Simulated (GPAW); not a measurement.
# linear Re chain, spacing 2.672 A: cost and accuracy of the smearing

Wanted: the cheapest choice of the smearing that holds the magnetic results of linear Re chain, spacing 2.672 A.

Method: PBE; plane waves with GPAW's PAW setups, scalar-relativistic, in GPAW 26.7.0.

## 1. The starting structure

The cell holds 1 atom: 1 Re. Its edges and angles: a = 12.000 Å, b = 12.000 Å, c = 2.672 Å, α = 90.0°, β = 90.0°, γ = 90.0°. model lattice. Vacuum lies along a and b. The structure's axis is c.

## 2. Rung 1 (width 0.4 eV), start ferro +

A wide smearing converges easily but acts like a high temperature on the moments; each rung narrows it.

order1.py reads:

```python
import json
import numpy as np
from ase import Atoms
from ase.parallel import paropen, parprint
from gpaw import GPAW

atoms = Atoms(['Re'],
    cell=[[12.0, 0.0, 0.0],
         [0.0, 12.0, 0.0],
         [0.0, 0.0, 2.672]],
    scaled_positions=[[0.5, 0.5, 0.0]],
    pbc=True,
    magmoms=[1.0])
atoms.calc = GPAW(mode={'name': 'pw', 'ecut': 550},
    xc='PBE',
    kpts={'size': (1, 1, 10), 'gamma': True},
    occupations={'name': 'fermi-dirac', 'width': 0.4},
    convergence={'density': 1e-05, 'energy': 1e-05},
    maxiter=200,
    symmetry={'tolerance': 1e-4},
    txt='order1.txt')
e = atoms.get_potential_energy(force_consistent=True)
res = {'free_energy': e, 'energy_sigma0': atoms.get_potential_energy(), 'fermi_energy': atoms.calc.get_fermi_level()}
res['moments'] = atoms.get_magnetic_moments().tolist()
res['total'] = atoms.get_magnetic_moment()
parprint('site moments (muB):', np.round(res['moments'], 3))
parprint(f"total moment: {res['total']:.3f} muB")
parprint(f'free energy: {e:.6f} eV')
atoms.calc.write('order1.gpw')
with paropen('results.json', 'w') as f:
    json.dump(res, f)
```

Started as:

```sh
> OMP_NUM_THREADS=1 python3 order1.py > order1.log
```

What it wrote:

```text
site moments (muB): [1.913]
total moment: 2.535 muB
free energy: -6.171005 eV

--- order1.txt ---
Input parameters:
  mode=PW(ecut=550),
  convergence={'density': 1e-05, 'energy': 1e-05},
  kpts=MonkhorstPack(size=(1, 1, 10), gamma=True),
  maxiter=200,
  occupations=Occupations(name='fermi-dirac', width=0.4),
  symmetry=Symmetry(tolerance=0.0001),
  xc=XC(name='PBE')

Diagonalizing LCAO Hamiltonian
Converting LCAO to pw mode
        .----------------------------.
       /|                            |
      / |                            |
     /  .----------------------------.
    /  /                            /
   /  /                            /
  /  /                            /
 *  /              Re            /
 | /                            /
 |/                            /
 *----------------------------*

Atoms  # Å, Bohr magnetons
|   | symbol |        x |        y |        z |    initial magnetic moments |
|---|--------|----------|----------|----------|-----------------------------|
| 0 |     Re | 6.000000 | 6.000000 | 0.000000 | ( 0.0000,  0.0000,  1.0000) |

Unit cell  # Å
| periodic |         x |         y |        z |   lengths |    angles |
|----------|-----------|-----------|----------|-----------|-----------|
|      yes | 12.000000 |  0.000000 | 0.000000 | 12.000000 | 90.000000 |
|      yes |  0.000000 | 12.000000 | 0.000000 | 12.000000 | 90.000000 |
|      yes |  0.000000 |  0.000000 | 2.672000 |  2.672000 | 90.000000 |

Number of symmetries: 16

BZ-sampling:
  Number of BZ points: 10
  Number of IBZ points: 6

  Monkhorst-Pack size: [1, 1, 10]
  Monkhorst-Pack shift: [0.0, 0.0, 0.05]

Plane wave coefficients: 11322
Cutoff: 550.0 eV

Spin-components: 2 (collinear spins)
Bands:           12
Projectors:      6
Spin-degeneracy: 1
Datatype:        complex128

Parallelization:
  kpt:    1
  domain: 1
  band:   1

Density:
  Valence electrons: 13.0
  Components: 2
  Grid points: [70 70 15]
  Charge: 0.0  # |e|

Potential:
  Grid points: [70 70 15]

[... setups left out ...]
Reference energy: -453687.555516  # eV

eigensolver:
  PPCG
  Converge bands: occupied
  niter=2

density mixing:
  MSR1-Mixer
  Pratt-step length: 0.05
  Maximum mixing coefficient: 0.75
  Old densities: 10
  SVD Regularization: 0.005
  Good broyden scale: 1.0
  Trust region scale: 1.0
  Backstep threshold: 4.0
  History deletion threshold: 6.0
  Fourier metric: weight=20.0, sigma=0.015

occupation numbers:
  Fermi-Dirac:
    width: 0.4000  # eV

poisson solver:
  ecut: 4400.0  # eV

xc functional:
  name: PBE with 2 nearest neighbor stencil

convergence criteria:
- Maximum integral of absolute [dens]ity change: 1e-05 electrons / valence electron
- Maximum [total energy] change in last 3 cyles: 1e-05 eV / valence electron
- Maximum integral of absolute [eigenst]ate change: 4e-08 eV^2 / valence electron
maximum number of iterations: 200

SCF iterations
|iter     |      energy | eigst |  dens |  magmom |
|---------|-------------|-------|-------|---------|
|iter:   1|       0s |   -5.317119 | -0.10 |       |  +1.0011|
|iter:   2|       1s |   -5.296177 | -1.50 | -1.11 |  +0.9998|
|iter:   3|       2s |   -5.216103 | -1.64 | -1.15 |  +1.0095|
|iter:   4|       3s |   -5.234683 | -2.05 | -1.51 |  +1.0609|
|iter:   5|       3s |   -5.248905 | -2.90 | -1.74 |  +1.1170|
|iter:   6|       4s |   -5.298167 | -2.89 | -1.79 |  +1.3135|
|iter:   7|       5s |   -5.497938 | -1.93 | -1.82 |  +2.1792|
|iter:   8|       6s |   -5.530043 | -2.87 | -1.85 |  +2.4032|
|iter:   9|       6s |   -5.558420 | -3.42 | -2.25 |  +2.6248|
|iter:  10|       7s |   -5.511240 | -3.21 | -2.41 |  +2.3468|
|iter:  11|       8s |   -5.560889 | -3.26 | -2.32 |  +2.6507|
|iter:  12|       9s |   -5.527708 | -3.62 | -2.42 |  +2.4446|
|iter:  13|       9s |   -5.545762 | -4.30 | -2.63 |  +2.5575|
|iter:  14|      10s |   -5.540825 | -5.33 | -3.23 |  +2.5262|
|iter:  15|      11s |   -5.542343 | -6.22 | -3.61 |  +2.5359|
|iter:  16|      12s |   -5.542227 | -7.12 | -4.77 |  +2.5352|
|iter:  17|      12s |   -5.542258c| -7.44c| -5.11c|  +2.5354|

Converged in 17 steps
Energy contributions relative to reference atoms: (reference = -453687.555516)

Energy contributions:
  Kinetic:          -7.370018
  Coulomb:           6.779060
  Zero:             -0.035875
  External:          0.000000
  Xc:               -4.286679
  Entropy:          -1.257493
  Spinorbit:         0.000000
  ----------------------------
  Free energy:      -6.171005
  Extrapolated:     -5.542258

dipole moment: (-0.000001, -0.000001, -9.108899)  # |e|*Ang

Total magnetic moment: (0.000000, 0.000000, 2.535402)

Local magnetic moments
|        x |        y |        z |
|----------|----------|----------|
| 0.000000 | 0.000000 | 1.912876 |  # Re   0

Fermi level: -4.010
Eigenvalues  # (at kpt = [0.000, 0.000, 0.000])
| band index |      eig [eV] | occ [0-1] |      eig [eV] | occ [0-1] |
|------------|---------------|-----------|---------------|-----------|
|          0 |       -46.321 |     1.000 |       -44.940 |     1.000 |
|          1 |       -46.321 |     1.000 |       -44.940 |     1.000 |
|          2 |       -45.498 |     1.000 |       -44.711 |     1.000 |
|          3 |        -8.739 |     1.000 |        -8.154 |     1.000 |
|          4 |        -6.102 |     0.995 |        -4.513 |     0.779 |
|          5 |        -5.494 |     0.976 |        -3.628 |     0.278 |
|          6 |        -5.494 |     0.976 |        -3.625 |     0.277 |
|          7 |        -2.413 |     0.018 |        -1.402 |     0.001 |
|          8 |        -2.413 |     0.018 |        -1.402 |     0.001 |
|          9 |        -2.132 |     0.009 |        -1.261 |     0.001 |
|         10 |        -2.132 |     0.009 |        -1.261 |     0.001 |
|         11 |         0.346 |     0.000 |         0.452 |     0.000 |

No gap
No difference between direct/indirect transitions
```

Elapsed: 15 s, on 1 MPI rank of AMD EPYC 9R45, shared host; peak memory 0.36 GiB.

Numbers from this step:

```yaml
magnetization: 2.535 μB
final_state: ferromagnetic
largest_moment: 1.913 μB
```

After 17 cycles the largest moment stands at 1.91 μB.

## 3. Rung 1 (width 0.4 eV), start antiferro q=(0,0,1/2) +-

The second start gives the energy difference between the two end states, the quantity that is followed up the ladder. Its q is in fractions of the reciprocal vectors of the first run's cell.

order2.py is the script of step 2 with these lines changed:

```diff
@@ -6,12 +6,13 @@
 
-atoms = Atoms(['Re'],
+atoms = Atoms(['Re', 'Re'],
     cell=[[12.0, 0.0, 0.0],
          [0.0, 12.0, 0.0],
-         [0.0, 0.0, 2.672]],
-    scaled_positions=[[0.5, 0.5, 0.0]],
+         [0.0, 0.0, 5.344]],
+    scaled_positions=[[0.5, 0.5, 0.0],
+         [0.5, 0.5, 0.5]],
     pbc=True,
-    magmoms=[1.0])
+    magmoms=[1.0, -1.0])
 atoms.calc = GPAW(mode={'name': 'pw', 'ecut': 550},
     xc='PBE',
-    kpts={'size': (1, 1, 10), 'gamma': True},
+    kpts={'size': (1, 1, 5), 'gamma': True},
     occupations={'name': 'fermi-dirac', 'width': 0.4},
@@ -20,3 +21,3 @@
     symmetry={'tolerance': 1e-4},
-    txt='order1.txt')
+    txt='order2.txt')
 e = atoms.get_potential_energy(force_consistent=True)
@@ -28,3 +29,3 @@
 parprint(f'free energy: {e:.6f} eV')
-atoms.calc.write('order1.gpw')
+atoms.calc.write('order2.gpw')
 with paropen('results.json', 'w') as f:
```

Started as:

```sh
> OMP_NUM_THREADS=1 python3 order2.py > order2.log
```

What it wrote:

```text
site moments (muB): [ 2.511 -2.511]
total moment: 0.000 muB
free energy: -12.739179 eV

--- order2.txt ---
Input parameters:
  mode=PW(ecut=550),
  convergence={'density': 1e-05, 'energy': 1e-05},
  kpts=MonkhorstPack(size=(1, 1, 5), gamma=True),
  maxiter=200,
  occupations=Occupations(name='fermi-dirac', width=0.4),
  symmetry=Symmetry(tolerance=0.0001),
  xc=XC(name='PBE')

Diagonalizing LCAO Hamiltonian
Converting LCAO to pw mode
        .----------------------------.
       /|                            |
      / |                            |
     /  |                            |
    /   |                            |
   /    |                            |
  /     |                            |
 *      .----------Re----------------.
 |     /                            /
 |    /                            /
 |   /                            /
 |  /              Re            /
 | /                            /
 |/                            /
 *----------------------------*

Atoms  # Å, Bohr magnetons
|   | symbol |        x |        y |        z |    initial magnetic moments |
|---|--------|----------|----------|----------|-----------------------------|
| 0 |     Re | 6.000000 | 6.000000 | 0.000000 | ( 0.0000,  0.0000,  1.0000) |
| 1 |     Re | 6.000000 | 6.000000 | 2.672000 | ( 0.0000,  0.0000, -1.0000) |

Number of symmetries: 16

BZ-sampling:
  Number of BZ points: 5
  Number of IBZ points: 3

  Monkhorst-Pack size: [1, 1, 5]
  Monkhorst-Pack shift: [0, 0, 0]

Plane wave coefficients: 22596
Cutoff: 550.0 eV

Spin-components: 2 (collinear spins)
Bands:           20
Projectors:      12
[...]
|iter:  17|      26s |  -11.788173 | -6.45 | -4.00 |  +0.0000|
|iter:  18|      27s |  -11.788233 | -7.22 | -4.57 |  +0.0000|
|iter:  19|      29s |  -11.788287c| -7.60c| -4.93 |  +0.0000|
|iter:  20|      30s |  -11.788287c| -7.91c| -5.76c|  +0.0000|

Converged in 20 steps
Energy contributions relative to reference atoms: (reference = -907375.111031)

Energy contributions:
  Kinetic:         -12.146869
  Coulomb:          11.413343
  Zero:             -0.097152
  External:          0.000000
  Xc:              -10.006716
  Entropy:          -1.901785
  Spinorbit:         0.000000
  ----------------------------
  Free energy:     -12.739179
  Extrapolated:    -11.788287

dipole moment: (-0.000002, -0.000002, -18.200987)  # |e|*Ang

Total magnetic moment: (0.000000, 0.000000, 0.000001)

Local magnetic moments
|        x |        y |         z |
|----------|----------|-----------|
| 0.000000 | 0.000000 |  2.510637 |  # Re   0
| 0.000000 | 0.000000 | -2.510635 |  # Re   1

Fermi level: -3.758
Eigenvalues  # (at kpt = [0.000, 0.000, 0.000])
| band index |      eig [eV] | occ [0-1] |      eig [eV] | occ [0-1] |
|------------|---------------|-----------|---------------|-----------|
|          0 |       -46.359 |     1.000 |       -46.359 |     1.000 |
|        ... |               |           |               |           |
|          4 |       -44.631 |     1.000 |       -44.631 |     1.000 |
|          5 |       -44.631 |     1.000 |       -44.631 |     1.000 |
|          6 |        -8.384 |     1.000 |        -8.384 |     1.000 |
|          7 |        -6.102 |     0.997 |        -6.102 |     0.997 |
[...]
|         16 |        -1.781 |     0.007 |        -1.781 |     0.007 |
|         17 |        -1.599 |     0.005 |        -1.599 |     0.005 |
|         18 |        -1.599 |     0.005 |        -1.599 |     0.005 |
|         19 |        -0.491 |     0.000 |        -0.491 |     0.000 |

No gap
No difference between direct/indirect transitions
```

Run time: 33 s. Hardware: 1 MPI rank; peak memory 0.58 GiB.

This step gave:

```
magnetization  : 0 μB
final state    : antiferromagnetic
largest moment : 2.511 μB
```

This start lies -198.6 meV a seeded atom from the first; its largest moment is 2.51 μB.

## 4. Rung 2 (width 0.2 eV), start ferro +

order1.py is the script of step 2 with these lines changed:

```diff
@@ -16,3 +16,3 @@
     kpts={'size': (1, 1, 10), 'gamma': True},
-    occupations={'name': 'fermi-dirac', 'width': 0.4},
+    occupations={'name': 'fermi-dirac', 'width': 0.2},
     convergence={'density': 1e-05, 'energy': 1e-05},
```

Started as:

```sh
> OMP_NUM_THREADS=1 python3 order1.py > order1.log
```

What it wrote:

```text
site moments (muB): [2.392]
total moment: 3.176 muB
free energy: -5.766238 eV

--- order1.txt ---
Input parameters:
  mode=PW(ecut=550),
  convergence={'density': 1e-05, 'energy': 1e-05},
  kpts=MonkhorstPack(size=(1, 1, 10), gamma=True),
  maxiter=200,
  occupations=Occupations(name='fermi-dirac', width=0.2),
  symmetry=Symmetry(tolerance=0.0001),
  xc=XC(name='PBE')

Diagonalizing LCAO Hamiltonian
[...]
|          3 |        -8.656 |     1.000 |        -7.892 |     1.000 |
|          4 |        -6.162 |     1.000 |        -4.150 |     0.824 |
[...]
|          8 |        -2.388 |     0.001 |        -1.226 |     0.000 |
|          9 |        -2.138 |     0.000 |        -0.965 |     0.000 |
|         10 |        -2.138 |     0.000 |        -0.965 |     0.000 |
|         11 |         0.345 |     0.000 |         0.485 |     0.000 |

No gap
No difference between direct/indirect transitions


[key lines of the parts left out:]
Free energy:      -5.766238
Converged in 18 steps
dipole moment: (-0.000001, -0.000001, -9.118162)  # |e|*Ang
Fermi level: -3.840
```

It took 16 s on 1 MPI rank; peak memory 0.35 GiB.

Numbers from this step:

| Quantity | Value |
| --- | --- |
| magnetization | 3.176 μB |
| final state | ferromagnetic |
| largest moment | 2.392 μB |

The largest moment moves by +0.48 μB from rung 1, at 1.1 times its CPU time.

## 5. Rung 2 (width 0.2 eV), start antiferro q=(0,0,1/2) +-

order2.py is the script of step 3 with these lines changed:

```diff
@@ -17,3 +17,3 @@
     kpts={'size': (1, 1, 5), 'gamma': True},
-    occupations={'name': 'fermi-dirac', 'width': 0.4},
+    occupations={'name': 'fermi-dirac', 'width': 0.2},
     convergence={'density': 1e-05, 'energy': 1e-05},
```

Started as:

```sh
> OMP_NUM_THREADS=1 python3 order2.py > order2.log
```

What it wrote:

```text
site moments (muB): [ 2.719 -2.719]
total moment: 0.000 muB
free energy: -12.102169 eV

--- order2.txt ---
Input parameters:
  mode=PW(ecut=550),
  convergence={'density': 1e-05, 'energy': 1e-05},
  kpts=MonkhorstPack(size=(1, 1, 5), gamma=True),
  maxiter=200,
  occupations=Occupations(name='fermi-dirac', width=0.2),
  symmetry=Symmetry(tolerance=0.0001),
  xc=XC(name='PBE')

Diagonalizing LCAO Hamiltonian
[...]
|          6 |        -8.220 |     1.000 |        -8.220 |     1.000 |
|          7 |        -6.008 |     1.000 |        -6.008 |     1.000 |
[...]
|         16 |        -1.745 |     0.000 |        -1.745 |     0.000 |
|         17 |        -1.496 |     0.000 |        -1.496 |     0.000 |
|         18 |        -1.496 |     0.000 |        -1.496 |     0.000 |
|         19 |        -0.392 |     0.000 |        -0.392 |     0.000 |

No gap
No difference between direct/indirect transitions


[key lines of the parts left out:]
Free energy:     -12.102169
Converged in 16 steps
dipole moment: (-0.000002, -0.000002, -18.218872)  # |e|*Ang
Fermi level: -3.501
```

Elapsed: 27 s, on 1 MPI rank; peak memory 0.58 GiB.

Read from the output:

* magnetization: 0 μB
* final state: antiferromagnetic
* largest moment: 2.719 μB

This start lies -284.8 meV a seeded atom from the first, a change of -86.3 meV since rung 1; its largest moment is 2.72 μB.

## 6. Rung 3 (width 0.1 eV), start ferro +

order1.py is the script of step 4 with these lines changed:

```diff
@@ -16,3 +16,3 @@
     kpts={'size': (1, 1, 10), 'gamma': True},
-    occupations={'name': 'fermi-dirac', 'width': 0.2},
+    occupations={'name': 'fermi-dirac', 'width': 0.1},
     convergence={'density': 1e-05, 'energy': 1e-05},
```

Started as:

```sh
> OMP_NUM_THREADS=1 python3 order1.py > order1.log
```

What it wrote:

```text
site moments (muB): [2.422]
total moment: 3.200 muB
free energy: -5.699565 eV

--- order1.txt ---
Input parameters:
  mode=PW(ecut=550),
  convergence={'density': 1e-05, 'energy': 1e-05},
  kpts=MonkhorstPack(size=(1, 1, 10), gamma=True),
  maxiter=200,
  occupations=Occupations(name='fermi-dirac', width=0.1),
  symmetry=Symmetry(tolerance=0.0001),
  xc=XC(name='PBE')

Diagonalizing LCAO Hamiltonian
[...]
|          3 |        -8.639 |     1.000 |        -7.869 |     1.000 |
|          4 |        -6.171 |     1.000 |        -4.134 |     0.944 |
[...]
|          8 |        -2.394 |     0.000 |        -1.227 |     0.000 |
|          9 |        -2.131 |     0.000 |        -0.963 |     0.000 |
|         10 |        -2.131 |     0.000 |        -0.963 |     0.000 |
|         11 |         0.352 |     0.000 |         0.483 |     0.000 |

No gap
No difference between direct/indirect transitions


[key lines of the parts left out:]
Free energy:      -5.699565
Converged in 16 steps
dipole moment: (-0.000001, -0.000001, -9.126726)  # |e|*Ang
Fermi level: -3.852
```

The job ended after 14 s (1 MPI rank; peak memory 0.36 GiB).

This step gave:

```yaml
magnetization: 3.200 μB
final_state: ferromagnetic
largest_moment: 2.422 μB
```

The largest moment moves by +0.03 μB from rung 2, at 0.89 times its CPU time.

## 7. Rung 3 (width 0.1 eV), start antiferro q=(0,0,1/2) +-

order2.py is the script of step 5 with these lines changed:

```diff
@@ -17,3 +17,3 @@
     kpts={'size': (1, 1, 5), 'gamma': True},
-    occupations={'name': 'fermi-dirac', 'width': 0.2},
+    occupations={'name': 'fermi-dirac', 'width': 0.1},
     convergence={'density': 1e-05, 'energy': 1e-05},
```

Started as:

```sh
> OMP_NUM_THREADS=1 python3 order2.py > order2.log
```

What it wrote:

```text
site moments (muB): [ 2.73 -2.73]
total moment: 0.000 muB
free energy: -11.975390 eV

--- order2.txt ---
Input parameters:
  mode=PW(ecut=550),
  convergence={'density': 1e-05, 'energy': 1e-05},
  kpts=MonkhorstPack(size=(1, 1, 5), gamma=True),
  maxiter=200,
  occupations=Occupations(name='fermi-dirac', width=0.1),
  symmetry=Symmetry(tolerance=0.0001),
  xc=XC(name='PBE')

Diagonalizing LCAO Hamiltonian
[...]
|          6 |        -8.182 |     1.000 |        -8.182 |     1.000 |
|          7 |        -5.982 |     1.000 |        -5.982 |     1.000 |
[...]
|         16 |        -1.738 |     0.000 |        -1.738 |     0.000 |
|         17 |        -1.481 |     0.000 |        -1.481 |     0.000 |
|         18 |        -1.481 |     0.000 |        -1.481 |     0.000 |
|         19 |        -0.369 |     0.000 |        -0.369 |     0.000 |

No gap
No difference between direct/indirect transitions


[key lines of the parts left out:]
Free energy:     -11.975390
Converged in 15 steps
dipole moment: (-0.000002, -0.000002, -18.220809)  # |e|*Ang
Fermi level: -3.529
```

Elapsed: 27 s, on 1 MPI rank; peak memory 0.58 GiB.

This step gave:

```yaml
magnetization: 0 μB
final_state: antiferromagnetic
largest_moment: 2.730 μB
```

This start lies -288.1 meV a seeded atom from the first, a change of -3.3 meV since rung 2; its largest moment is 2.73 μB.

## 8. Rung 4 (width 0.05 eV), start ferro +

order1.py is the script of step 6 with these lines changed:

```diff
@@ -16,3 +16,3 @@
     kpts={'size': (1, 1, 10), 'gamma': True},
-    occupations={'name': 'fermi-dirac', 'width': 0.1},
+    occupations={'name': 'fermi-dirac', 'width': 0.05},
     convergence={'density': 1e-05, 'energy': 1e-05},
```

Started as:

```sh
> OMP_NUM_THREADS=1 python3 order1.py > order1.log
```

What it wrote:

```text
site moments (muB): [2.424]
total moment: 3.200 muB
free energy: -5.686175 eV

--- order1.txt ---
Input parameters:
  mode=PW(ecut=550),
  convergence={'density': 1e-05, 'energy': 1e-05},
  kpts=MonkhorstPack(size=(1, 1, 10), gamma=True),
  maxiter=200,
  occupations=Occupations(name='fermi-dirac', width=0.05),
  symmetry=Symmetry(tolerance=0.0001),
  xc=XC(name='PBE')

Diagonalizing LCAO Hamiltonian
[...]
|          3 |        -8.638 |     1.000 |        -7.867 |     1.000 |
|          4 |        -6.172 |     1.000 |        -4.134 |     0.990 |
[...]
|          8 |        -2.395 |     0.000 |        -1.228 |     0.000 |
|          9 |        -2.131 |     0.000 |        -0.964 |     0.000 |
|         10 |        -2.131 |     0.000 |        -0.964 |     0.000 |
|         11 |         0.353 |     0.000 |         0.482 |     0.000 |

No gap
No difference between direct/indirect transitions


[key lines of the parts left out:]
Free energy:      -5.686175
Converged in 16 steps
dipole moment: (-0.000001, -0.000001, -9.127609)  # |e|*Ang
Fermi level: -3.906
```

Run time: 14 s. Hardware: 1 MPI rank; peak memory 0.35 GiB.

Numbers from this step:

| Property | Result |
| --- | --- |
| magnetization | 3.200 μB |
| final state | ferromagnetic |
| largest moment | 2.424 μB |

The largest moment is that of rung 3, at 0.99 times its CPU time.

(Part 1 of 2 ends here.)

[Logs and program files are shortened in this print: banners, set-up blocks, solver, clock and traceback lines can be left out without a mark of their own.]

[Logs are printed without paths, hosts, clocks, repeated set-up lines and the standing remarks that a program may print on its own settings, such as how far it seeks lower states.]

[Hosts, paths, dates, database ids (printed as entryN), source tags and the programs' standing remarks are cut or masked in the printed files.]

[Where a cell is said to come from a database of computed structures, the database is the Materials Project.]
